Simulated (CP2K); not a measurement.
The C K edge of isocyanic acid was computed by TDDFT (CP2K XAS_TDP, aug-cc-pVTZ, TDA) at these levels: PBE, PBEh(45%) and PBEh(45%) + GW2X. The first three lines of C2 (bonded to N and O) with a strength over 0.0015, energy in eV and strength:

| run | first | second | third |
| --- | --- | --- | --- |
| 1 | 272.05 (0.039) | 273.43 (0.004) | 273.49 (0.045) |
| 2 | 289.66 (0.078) | 290.99 (0.080) | 299.13 (0.002) |
| 3 | 283.70 (0.079) | 285.02 (0.081) | 293.17 (0.002) |

Which run is which?

Run 1: PBE (0 % exact exchange). Run 2: PBEh(45%) + GW2X (45 % exact exchange). Run 3: PBEh(45%) (45 % exact exchange). Self-interaction lifts the core level, so the uncorrected lines rise with the share of exact exchange. The GW2X run keeps the spacings of its parent: 1.33 eV between the first two lines in run 2, 1.32 eV in run 3. Its shift is +5.96 eV, since the Kohn–Sham level at this share of exchange lies that far above the quasiparticle level.

[Hosts, paths, dates, database ids (printed as entryN), source tags and the programs' standing remarks are cut or masked in the printed files.]
